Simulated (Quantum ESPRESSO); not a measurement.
# How the plane-wave cutoff moves the magnetism of CrB2

Wanted: the cheapest choice of the plane-wave cutoff that holds the magnetic results of CrB2.

Calculated with Quantum ESPRESSO 7.5; LDA; plane waves with GBRV 1.5 LDA potentials, no spin-orbit coupling (settings of the first rung).

### Step 1. The structure

Symmetry: P6/mmm, No. 191, hexagonal system. Conventional cell: a = 2.970 Å, b = 2.970 Å, c = 3.070 Å, α = 90.00°, β = 90.00°, γ = 120.00°. Nearest to Cr lie 12 B at 2.30 Å. B has 3 B at 1.71 Å and 6 Cr at 2.30 Å nearest. Farther neighbours are not listed.

The cell comes from the Crystallography Open Database.

### Step 2. Rung 1, start ferro +

Input file pw.in:

```
&CONTROL
  calculation = 'scf'
  prefix = 'pwscf'
  outdir = './tmp'
  pseudo_dir = './pseudo'
  disk_io = 'nowf'
  tprnfor = .true.
  tstress = .true.
/
&SYSTEM
  ibrav = 0
  nat = 3
  ntyp = 2
  ecutwfc = 18
  ecutrho = 126
  nbnd = 18
  occupations = 'smearing'
  smearing = 'fd'
  degauss = 0.00734986
  nspin = 2
  starting_magnetization(1) = 0.1786
  starting_magnetization(2) = 0
/
&ELECTRONS
  conv_thr = 6d-09
  electron_maxstep = 150
  mixing_beta = 0.3
/
ATOMIC_SPECIES
Cr     51.9961 cr_lda_v1.5.uspp.F.UPF
B      10.8100 b_lda_v1.4.uspp.F.UPF
CELL_PARAMETERS bohr
   5.6124865901    0.0000000000    0.0000000000
  -2.8062432951    4.8605559654    0.0000000000
   0.0000000000    0.0000000000    5.8014592026
ATOMIC_POSITIONS crystal
Cr      0.0000000000    0.0000000000    0.0000000000
B       0.3333333333    0.6666666667    0.5000000000
B       0.6666666667    0.3333333333    0.5000000000
K_POINTS automatic
10 10 10 0 0 0
```

The run is started by

```sh
$ OMP_NUM_THREADS=1 mpirun -n 2 pw.x -nk 2 -in pw.in > pw.out
```

Log:

```text
Program PWSCF v.7.5 starts

     Message from routine setup:
     using ibrav=0 with symmetry is DISCOURAGED, use correct ibrav instead

     K-points division:     npool     =       2
     Subspace diagonalization in iterative solution of the eigenvalue problem:

     bravais-lattice index     =            0
     lattice parameter (alat)  =       5.6125  a.u.
     unit-cell volume          =     158.2627 (a.u.)^3
     number of atoms/cell      =            3
     number of atomic types    =            2
     number of electrons       =        20.00
     number of Kohn-Sham states=           18
     kinetic-energy cutoff     =      18.0000  Ry
     charge density cutoff     =     126.0000  Ry
     scf convergence threshold =      6.0E-09
     mixing beta               =       0.3000
     number of iterations used =            8  plain     mixing
     Exchange-correlation=  SLA  PZ   NOGX NOGC
                           (   1   1   0   0   0   0   0)

     celldm(1)=   5.612487  celldm(2)=   0.000000  celldm(3)=   0.000000
     celldm(4)=   0.000000  celldm(5)=   0.000000  celldm(6)=   0.000000

     crystal axes: (cart. coord. in units of alat)
               a(1) = (   1.000000   0.000000   0.000000 )
               a(2) = (  -0.500000   0.866025   0.000000 )
               a(3) = (   0.000000   0.000000   1.033670 )

     reciprocal axes: (cart. coord. in units 2 pi/alat)
               b(1) = (  1.000000  0.577350 -0.000000 )
               b(2) = (  0.000000  1.154701  0.000000 )
               b(3) = (  0.000000 -0.000000  0.967427 )

     PseudoPot. # 1 for Cr read from file:
     cr_lda_v1.5.uspp.F.UPF
     Pseudo is Ultrasoft + core correction, Zval = 14.0

     PseudoPot. # 2 for B  read from file:
     b_lda_v1.4.uspp.F.UPF
     Pseudo is Ultrasoft + core correction, Zval =  3.0

     atomic species   valence    mass     pseudopotential
     Cr               14.00    51.99610     Cr( 1.00)
     B                 3.00    10.81000     B ( 1.00)

     Starting magnetic structure
     atomic species   magnetization
     Cr              0.179
     B               0.000

     24 Sym. Ops., with inversion, found

   Cartesian axes

     site n.     atom                  positions (alat units)
         1        Cr     tau(   1) = (   0.0000000   0.0000000   0.0000000  )
         2        B      tau(   2) = (  -0.0000000   0.5773503   0.5168350  )
         3        B      tau(   3) = (   0.5000000   0.2886751   0.5168350  )

     number of k points=    84  Fermi-Dirac smearing, width (Ry)=  0.0073
                       cart. coord. in units 2pi/alat
        k(    1) = (   0.0000000   0.0000000   0.0000000), wk =   0.0010000
        k(    2) = (   0.0000000   0.0000000   0.0967427), wk =   0.0020000
        k(    3) = (   0.0000000   0.0000000   0.1934853), wk =   0.0020000
        k(    4) = (   0.0000000   0.0000000   0.2902280), wk =   0.0020000
        k(    5) = (   0.0000000   0.0000000   0.3869707), wk =   0.0020000
        [... 79 further k-points ...]

     Dense  grid:     3771 G-vectors     FFT dimensions: (  24,  24,  24)

     Smooth grid:     1629 G-vectors     FFT dimensions: (  15,  15,  15)

     Check: negative core charge=   -0.000138
     Generating pointlists ...
     new r_m :   0.3196 (alat units)  1.7940 (a.u.) for type    1
     new r_m :   0.2382 (alat units)  1.3367 (a.u.) for type    2

     Initial potential from superposition of free atoms

     starting charge      18.9995, renormalised to      20.0000

     negative rho (up, down):  1.525E-03 1.052E-03
     Starting wfcs are   18 randomized atomic wfcs

     Self-consistent Calculation

     iteration #  1     ecut=    18.00 Ry     beta= 0.30
     Davidson diagonalization with overlap
     ethr =  1.00E-02,  avg # of iterations =  3.7

     negative rho (up, down):  1.980E-03 1.834E-03

     total energy              =    -186.38502663 Ry
     estimated scf accuracy    <       4.76176658 Ry

     total magnetization       =     0.55 Bohr mag/cell
     absolute magnetization    =     0.62 Bohr mag/cell

     iteration #  2     ecut=    18.00 Ry     beta= 0.30
     Davidson diagonalization with overlap
     ethr =  1.00E-02,  avg # of iterations =  2.1

     negative rho (up, down):  1.347E-03 1.842E-03

     total energy              =    -187.33587322 Ry
     estimated scf accuracy    <       1.87058257 Ry

     total magnetization       =     1.41 Bohr mag/cell
     absolute magnetization    =     1.68 Bohr mag/cell

     [... further iterations left out ...]

     iteration # 15     ecut=    18.00 Ry     beta= 0.30
     Davidson diagonalization with overlap
     ethr =  2.12E-09,  avg # of iterations =  1.1

     negative rho (up, down):  8.629E-04 2.311E-03

     total energy              =    -187.64410181 Ry
     estimated scf accuracy    <       0.00000001 Ry

     total magnetization       =     0.81 Bohr mag/cell
     absolute magnetization    =     0.86 Bohr mag/cell

     iteration # 16     ecut=    18.00 Ry     beta= 0.30
     Davidson diagonalization with overlap
     ethr =  5.56E-11,  avg # of iterations =  2.0

     negative rho (up, down):  8.539E-04 2.317E-03

     Magnetic moment per site  (integrated on atomic sphere of radius R)
     atom   1 (R=0.320)  charge= 11.9272  magn=  0.7721
     atom   2 (R=0.238)  charge=  1.3204  magn= -0.0068
     atom   3 (R=0.238)  charge=  1.3204  magn= -0.0068

     End of self-consistent calculation

     Number of k-points >= 100: set verbosity='high' to print the bands.

     the Fermi energy is    16.2406 ev

!    total energy              =    -187.64410212 Ry
     estimated scf accuracy    <          2.2E-09 Ry
     smearing contrib. (-TS)   =      -0.00522227 Ry
     internal energy E=F+TS    =    -187.63887984 Ry

     The total energy is F=E-TS. E is the sum of the following terms:
     one-electron contribution =     -67.99136001 Ry
     hartree contribution      =      44.73100033 Ry
     xc contribution           =     -28.01253616 Ry
     ewald contribution        =    -136.36598401 Ry

     total magnetization       =     0.81 Bohr mag/cell
     absolute magnetization    =     0.86 Bohr mag/cell

     convergence has been achieved in  16 iterations

     negative rho (up, down):  8.539E-04 2.317E-03

     Forces acting on atoms (cartesian axes, Ry/au):

     atom    1 type  1   force =     0.00000000    0.00000000    0.00000000
     atom    2 type  2   force =     0.00000000    0.00000000    0.00000000
     atom    3 type  2   force =    -0.00000000    0.00000000   -0.00000000

     Total force =     0.000000     Total SCF correction =     0.000000

     Computing stress (Cartesian axis) and pressure

     negative rho (up, down):  8.539E-04 2.317E-03
          total   stress  (Ry/bohr**3)                   (kbar)     P=    -2933.06
  -0.01970558  -0.00000000   0.00000000        -2898.79       -0.00        0.00
  -0.00000000  -0.01970558  -0.00000000           -0.00    -2898.79       -0.00
   0.00000000  -0.00000000  -0.02040440            0.00       -0.00    -3001.59

=------------------------------------------------------------------------------=
   JOB DONE.
=------------------------------------------------------------------------------=
```

Wall time 6.2 s (2 MPI ranks of Arm Neoverse V1, shared host); peak memory 0.12 GiB.

Spin moment in the atom's sphere by atom:

```
atom  spin moment in the atom's sphere (μB)
 Cr1                                  0.772
  B2                                 -0.007
  B3                                 -0.007
```

Read from the output:

```yaml
magnetization: 0.812 μB
final_state: ferromagnetic
```

### Step 3. Rung 1, start antiferro q=(0,1/2,0) +-

The wavevector q is in fractions of the reciprocal vectors of the crystal's primitive cell, as the cells of these inputs are built from it; moments change sign between cells as cos(2π q·R).

Input file pw.in:

```
&CONTROL
  calculation = 'scf'
  prefix = 'pwscf'
  outdir = './tmp'
  pseudo_dir = './pseudo'
  disk_io = 'nowf'
  tprnfor = .true.
  tstress = .true.
/
&SYSTEM
  ibrav = 0
  nat = 6
  ntyp = 3
  ecutwfc = 18
  ecutrho = 126
  nbnd = 29
  occupations = 'smearing'
  smearing = 'fd'
  degauss = 0.00734986
  nspin = 2
  starting_magnetization(1) = 0.1786
  starting_magnetization(2) = -0.1786
  starting_magnetization(3) = 0
/
&ELECTRONS
  conv_thr = 1.2d-08
  electron_maxstep = 150
  mixing_beta = 0.3
/
ATOMIC_SPECIES
Cr1    51.9961 cr_lda_v1.5.uspp.F.UPF
Cr2    51.9961 cr_lda_v1.5.uspp.F.UPF
B      10.8100 b_lda_v1.4.uspp.F.UPF
CELL_PARAMETERS bohr
   5.6124865901    0.0000000000    0.0000000000
  -5.6124865901    9.7211119308    0.0000000000
   0.0000000000    0.0000000000    5.8014592026
ATOMIC_POSITIONS crystal
Cr1     0.0000000000    0.0000000000    0.0000000000
Cr2     0.0000000000    0.5000000000    0.0000000000
B       0.3333333333    0.3333333334    0.5000000000
B       0.3333333333    0.8333333333    0.5000000000
B       0.6666666667    0.1666666666    0.5000000000
B       0.6666666667    0.6666666666    0.5000000000
K_POINTS automatic
10 5 10 0 0 0
```

Log:

```text
     [... lines left out ...]
Program PWSCF v.7.5 starts
     [... lines left out ...]
     number of atoms/cell      =            6
     [... lines left out ...]
     number of electrons       =        40.00
     number of Kohn-Sham states=           29
     kinetic-energy cutoff     =      18.0000  Ry
     charge density cutoff     =     126.0000  Ry
     scf convergence threshold =      1.2E-08
     [... lines left out ...]
      8 Sym. Ops., with inversion, found
     [... lines left out ...]
     number of k points=   108  Fermi-Dirac smearing, width (Ry)=  0.0073
     [... lines left out ...]
     iteration # 17     ecut=    18.00 Ry     beta= 0.30
     [... lines left out ...]
     Magnetic moment per site  (integrated on atomic sphere of radius R)
     atom   1 (R=0.320)  charge= 11.9280  magn=  0.9875
     atom   2 (R=0.320)  charge= 11.9266  magn= -0.9875
     atom   3 (R=0.238)  charge=  1.3238  magn=  0.0057
     atom   4 (R=0.238)  charge=  1.3214  magn= -0.0057
     atom   5 (R=0.238)  charge=  1.3214  magn= -0.0057
     atom   6 (R=0.238)  charge=  1.3238  magn=  0.0057
     [... lines left out ...]
     the Fermi energy is    16.2463 ev
!    total energy              =    -375.29114464 Ry
     estimated scf accuracy    <          1.8E-09 Ry
     smearing contrib. (-TS)   =      -0.00837725 Ry
     [... lines left out ...]
     total magnetization       =    -0.00 Bohr mag/cell
     absolute magnetization    =     2.23 Bohr mag/cell
     convergence has been achieved in  17 iterations
     [... lines left out ...]
     Total force =     0.000616     Total SCF correction =     0.000013
     [... lines left out ...]
          total   stress  (Ry/bohr**3)                   (kbar)     P=    -2924.82
     [... lines left out ...]
```

Run time: 27 s. Hardware: 2 MPI ranks; peak memory 0.17 GiB; 54 s of CPU time.

Spin moment in the atom's sphere by atom:

```
atom  spin moment in the atom's sphere (μB)
 Cr1                                  0.988
 Cr2                                 -0.988
  B3                                  0.006
  B4                                 -0.006
  B5                                 -0.006
  B6                                  0.006
```

Read from the output:

```yaml
magnetization: 0 μB
final_state: antiferromagnetic
```

### Step 4. Rung 2, start ferro +

Input file pw.in:

```
&CONTROL
  calculation = 'scf'
  prefix = 'pwscf'
  outdir = './tmp'
  pseudo_dir = './pseudo'
  disk_io = 'nowf'
  tprnfor = .true.
  tstress = .true.
/
&SYSTEM
  ibrav = 0
  nat = 3
  ntyp = 2
  ecutwfc = 24
  ecutrho = 168
  nbnd = 18
  occupations = 'smearing'
  smearing = 'fd'
  degauss = 0.00734986
  nspin = 2
  starting_magnetization(1) = 0.1786
  starting_magnetization(2) = 0
/
&ELECTRONS
  conv_thr = 6d-09
  electron_maxstep = 150
  mixing_beta = 0.3
/
ATOMIC_SPECIES
Cr     51.9961 cr_lda_v1.5.uspp.F.UPF
B      10.8100 b_lda_v1.4.uspp.F.UPF
CELL_PARAMETERS bohr
   5.6124865901    0.0000000000    0.0000000000
  -2.8062432951    4.8605559654    0.0000000000
   0.0000000000    0.0000000000    5.8014592026
ATOMIC_POSITIONS crystal
Cr      0.0000000000    0.0000000000    0.0000000000
B       0.3333333333    0.6666666667    0.5000000000
B       0.6666666667    0.3333333333    0.5000000000
K_POINTS automatic
10 10 10 0 0 0
```

Log:

```text
     [... lines left out ...]
Program PWSCF v.7.5 starts
     [... lines left out ...]
     number of atoms/cell      =            3
     [... lines left out ...]
     number of electrons       =        20.00
     number of Kohn-Sham states=           18
     kinetic-energy cutoff     =      24.0000  Ry
     charge density cutoff     =     168.0000  Ry
     scf convergence threshold =      6.0E-09
     [... lines left out ...]
     24 Sym. Ops., with inversion, found
     [... lines left out ...]
     number of k points=    84  Fermi-Dirac smearing, width (Ry)=  0.0073
     [... lines left out ...]
     iteration # 16     ecut=    24.00 Ry     beta= 0.30
     [... lines left out ...]
     Magnetic moment per site  (integrated on atomic sphere of radius R)
     atom   1 (R=0.320)  charge= 11.8404  magn=  0.6910
     atom   2 (R=0.238)  charge=  1.3321  magn= -0.0036
     atom   3 (R=0.238)  charge=  1.3321  magn= -0.0036
     [... lines left out ...]
     the Fermi energy is    16.2792 ev
!    total energy              =    -188.26406972 Ry
     estimated scf accuracy    <          2.4E-09 Ry
     smearing contrib. (-TS)   =      -0.00584875 Ry
     [... lines left out ...]
     total magnetization       =     0.74 Bohr mag/cell
     absolute magnetization    =     0.77 Bohr mag/cell
     convergence has been achieved in  16 iterations
     [... lines left out ...]
     Total force =     0.000000     Total SCF correction =     0.000000
     [... lines left out ...]
          total   stress  (Ry/bohr**3)                   (kbar)     P=     -583.41
     [... lines left out ...]
```

Wall time 13 s (2 MPI ranks); peak memory 0.13 GiB.

This step gave:

| Property | Result |
| --- | --- |
| magnetization | 0.742 μB |
| final state | ferromagnetic |
| largest moment | 0.6910 μB |

### Step 5. Rung 2, start antiferro q=(0,1/2,0) +-

Input file pw.in:

```
&CONTROL
  calculation = 'scf'
  prefix = 'pwscf'
  outdir = './tmp'
  pseudo_dir = './pseudo'
  disk_io = 'nowf'
  tprnfor = .true.
  tstress = .true.
/
&SYSTEM
  ibrav = 0
  nat = 6
  ntyp = 3
  ecutwfc = 24
  ecutrho = 168
  nbnd = 29
  occupations = 'smearing'
  smearing = 'fd'
  degauss = 0.00734986
  nspin = 2
  starting_magnetization(1) = 0.1786
  starting_magnetization(2) = -0.1786
  starting_magnetization(3) = 0
/
&ELECTRONS
  conv_thr = 1.2d-08
  electron_maxstep = 150
  mixing_beta = 0.3
/
ATOMIC_SPECIES
Cr1    51.9961 cr_lda_v1.5.uspp.F.UPF
Cr2    51.9961 cr_lda_v1.5.uspp.F.UPF
B      10.8100 b_lda_v1.4.uspp.F.UPF
CELL_PARAMETERS bohr
   5.6124865901    0.0000000000    0.0000000000
  -5.6124865901    9.7211119308    0.0000000000
   0.0000000000    0.0000000000    5.8014592026
ATOMIC_POSITIONS crystal
Cr1     0.0000000000    0.0000000000    0.0000000000
Cr2     0.0000000000    0.5000000000    0.0000000000
B       0.3333333333    0.3333333334    0.5000000000
B       0.3333333333    0.8333333333    0.5000000000
B       0.6666666667    0.1666666666    0.5000000000
B       0.6666666667    0.6666666666    0.5000000000
K_POINTS automatic
10 5 10 0 0 0
```

Log:

```text
     [... lines left out ...]
Program PWSCF v.7.5 starts
     [... lines left out ...]
     number of atoms/cell      =            6
     [... lines left out ...]
     number of electrons       =        40.00
     number of Kohn-Sham states=           29
     kinetic-energy cutoff     =      24.0000  Ry
     charge density cutoff     =     168.0000  Ry
     scf convergence threshold =      1.2E-08
     [... lines left out ...]
      8 Sym. Ops., with inversion, found
     [... lines left out ...]
     number of k points=   108  Fermi-Dirac smearing, width (Ry)=  0.0073
     [... lines left out ...]
     iteration # 15     ecut=    24.00 Ry     beta= 0.30
     [... lines left out ...]
     Magnetic moment per site  (integrated on atomic sphere of radius R)
     atom   1 (R=0.320)  charge= 11.8415  magn=  0.9347
     atom   2 (R=0.320)  charge= 11.8416  magn= -0.9345
     atom   3 (R=0.238)  charge=  1.3329  magn=  0.0049
     atom   4 (R=0.238)  charge=  1.3329  magn= -0.0049
     atom   5 (R=0.238)  charge=  1.3329  magn= -0.0049
     atom   6 (R=0.238)  charge=  1.3329  magn=  0.0049
     [... lines left out ...]
     the Fermi energy is    16.2843 ev
!    total energy              =    -376.53058231 Ry
     estimated scf accuracy    <          8.9E-09 Ry
     smearing contrib. (-TS)   =      -0.00947706 Ry
     [... lines left out ...]
     total magnetization       =     0.00 Bohr mag/cell
     absolute magnetization    =     2.14 Bohr mag/cell
     convergence has been achieved in  15 iterations
     [... lines left out ...]
     Total force =     0.000614     Total SCF correction =     0.000076
     [... lines left out ...]
          total   stress  (Ry/bohr**3)                   (kbar)     P=     -574.91
     [... lines left out ...]
```

Wall time 51 s (2 MPI ranks); peak memory 0.21 GiB.

Numbers from this step:

```yaml
magnetization: 0 μB
final_state: antiferromagnetic
largest_moment: 0.9347 μB
```

### Step 6. Rung 3, start ferro +

Input file pw.in:

```
&CONTROL
  calculation = 'scf'
  prefix = 'pwscf'
  outdir = './tmp'
  pseudo_dir = './pseudo'
  disk_io = 'nowf'
  tprnfor = .true.
  tstress = .true.
/
&SYSTEM
  ibrav = 0
  nat = 3
  ntyp = 2
  ecutwfc = 32
  ecutrho = 224
  nbnd = 18
  occupations = 'smearing'
  smearing = 'fd'
  degauss = 0.00734986
  nspin = 2
  starting_magnetization(1) = 0.1786
  starting_magnetization(2) = 0
/
&ELECTRONS
  conv_thr = 6d-09
  electron_maxstep = 150
  mixing_beta = 0.3
/
ATOMIC_SPECIES
Cr     51.9961 cr_lda_v1.5.uspp.F.UPF
B      10.8100 b_lda_v1.4.uspp.F.UPF
CELL_PARAMETERS bohr
   5.6124865901    0.0000000000    0.0000000000
  -2.8062432951    4.8605559654    0.0000000000
   0.0000000000    0.0000000000    5.8014592026
ATOMIC_POSITIONS crystal
Cr      0.0000000000    0.0000000000    0.0000000000
B       0.3333333333    0.6666666667    0.5000000000
B       0.6666666667    0.3333333333    0.5000000000
K_POINTS automatic
10 10 10 0 0 0
```

Log:

```text
     [... lines left out ...]
Program PWSCF v.7.5 starts
     [... lines left out ...]
     number of atoms/cell      =            3
     [... lines left out ...]
     number of electrons       =        20.00
     number of Kohn-Sham states=           18
     kinetic-energy cutoff     =      32.0000  Ry
     charge density cutoff     =     224.0000  Ry
     scf convergence threshold =      6.0E-09
     [... lines left out ...]
     24 Sym. Ops., with inversion, found
     [... lines left out ...]
     number of k points=    84  Fermi-Dirac smearing, width (Ry)=  0.0073
     [... lines left out ...]
     iteration # 16     ecut=    32.00 Ry     beta= 0.30
     [... lines left out ...]
     Magnetic moment per site  (integrated on atomic sphere of radius R)
     atom   1 (R=0.320)  charge= 11.8274  magn=  0.7334
     atom   2 (R=0.238)  charge=  1.3337  magn= -0.0042
     atom   3 (R=0.238)  charge=  1.3337  magn= -0.0042
     [... lines left out ...]
     the Fermi energy is    16.2643 ev
!    total energy              =    -188.32895360 Ry
     estimated scf accuracy    <          1.0E-09 Ry
     smearing contrib. (-TS)   =      -0.00585037 Ry
     [... lines left out ...]
     total magnetization       =     0.79 Bohr mag/cell
     absolute magnetization    =     0.82 Bohr mag/cell
     convergence has been achieved in  16 iterations
     [... lines left out ...]
     Total force =     0.000000     Total SCF correction =     0.000000
     [... lines left out ...]
          total   stress  (Ry/bohr**3)                   (kbar)     P=     -210.83
     [... lines left out ...]
```

Run time: 21 s. Hardware: 2 MPI ranks; peak memory 0.15 GiB.

Read from the output:

```yaml
magnetization: 0.788 μB
final_state: ferromagnetic
largest_moment: 0.7334 μB
```

(Part 1 of 2 ends here.)

[Logs and program files are shortened in this print: banners, set-up blocks, solver, clock and traceback lines can be left out without a mark of their own.]

[Logs are printed without paths, hosts, clocks, repeated set-up lines and the standing remarks that a program may print on its own settings, such as how far it seeks lower states.]

[Hosts, paths, dates, database ids (printed as entryN), source tags and the programs' standing remarks are cut or masked in the printed files.]

[Where a cell is said to come from a database of computed structures, the database is the Materials Project.]
